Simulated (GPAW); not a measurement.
A computed Ti K-edge spectrum of one site in a crystal of Hg and Ti, with its zero at a photon energy of about 4947.1 eV (raw 4969.8 eV, less 22.7 eV of added terms; LDA puts this hole about 13 eV below PBE, itself good to a few eV). Method: GPAW, LDA, excited-electron core hole (neutral cell) in a small cell, dipole transitions, broadening that rises with energy, without spin-orbit coupling.

Energy from the lowest empty level; intensity scaled to a mean of 1 over the first 20 eV:

```
E (eV)  intensity
  -2.0       0.00
  -1.0       0.00
   0.0       0.18
   1.0       0.37
   2.0       0.47
   3.0       0.49
   4.0       0.59
   5.0       0.54
   6.0       0.62
   7.0       0.87
   8.0       1.07
   9.0       1.28
  10.0       1.46
  11.0       1.59
  12.0       1.50
  13.0       1.27
  14.0       1.06
  15.0       1.09
  16.0       1.36
  17.0       1.49
  18.0       1.26
  19.0       0.99
  20.0       0.87
  21.0       0.80
  22.0       0.71
  23.0       0.64
  24.0       0.61
  25.0       0.62
  26.0       0.65
  27.0       0.69
  28.0       0.74
  29.0       0.80
  30.0       0.89
  31.0       0.98
  32.0       1.06
```

What surroundings does the absorber have?

A K edge sees empty p states. The weak features of the first eV are p character mixed into the empty d bands; the main 4p edge lies above them. It is atom 2 of TiHg (P4/mmm), with 8 Hg at 2.93 Å and 4 Ti at 3.01 Å (distorted cuboctahedral, site symmetry 4/mmm). Its main maxima below 30 eV lie at 4.4 eV (0.62), 11.2 eV (1.59) and 16.8 eV (1.50), with a pre-edge feature at 4.4 eV. A near-edge spectrum doesn't fix the structure by itself; it is matched against candidates. Quadrupole 1s→3d transitions, which feed the pre-edge, are not in the dipole spectrum. The holes are only 5.9 Å apart, so the shape is probably not converged with cell size; no larger cell was run here. The mesh is coarse (0.25 Å⁻¹ between points), so small maxima may be mesh ripples. The structure is a published determination, not relaxed.

[Banner, clock and machine lines of the logs are left out without a mark of their own.]

[Logs are printed without paths, hosts, clocks, repeated set-up lines and the standing remarks that a program may print on its own settings, such as how far it seeks lower states.]

[Hosts, paths, dates, database ids (printed as entryN), source tags and the programs' standing remarks are cut or masked in the printed files.]

[Lists of maxima count a maximum above −3 eV only where it reaches 4 % of the highest in the window and stands out from its surroundings by 2 % of it (1.5 % where it reaches 55 %); shoulders and weaker maxima are passed over, and of the rest the first, up to two pre-edge ones and the few strongest are named.]
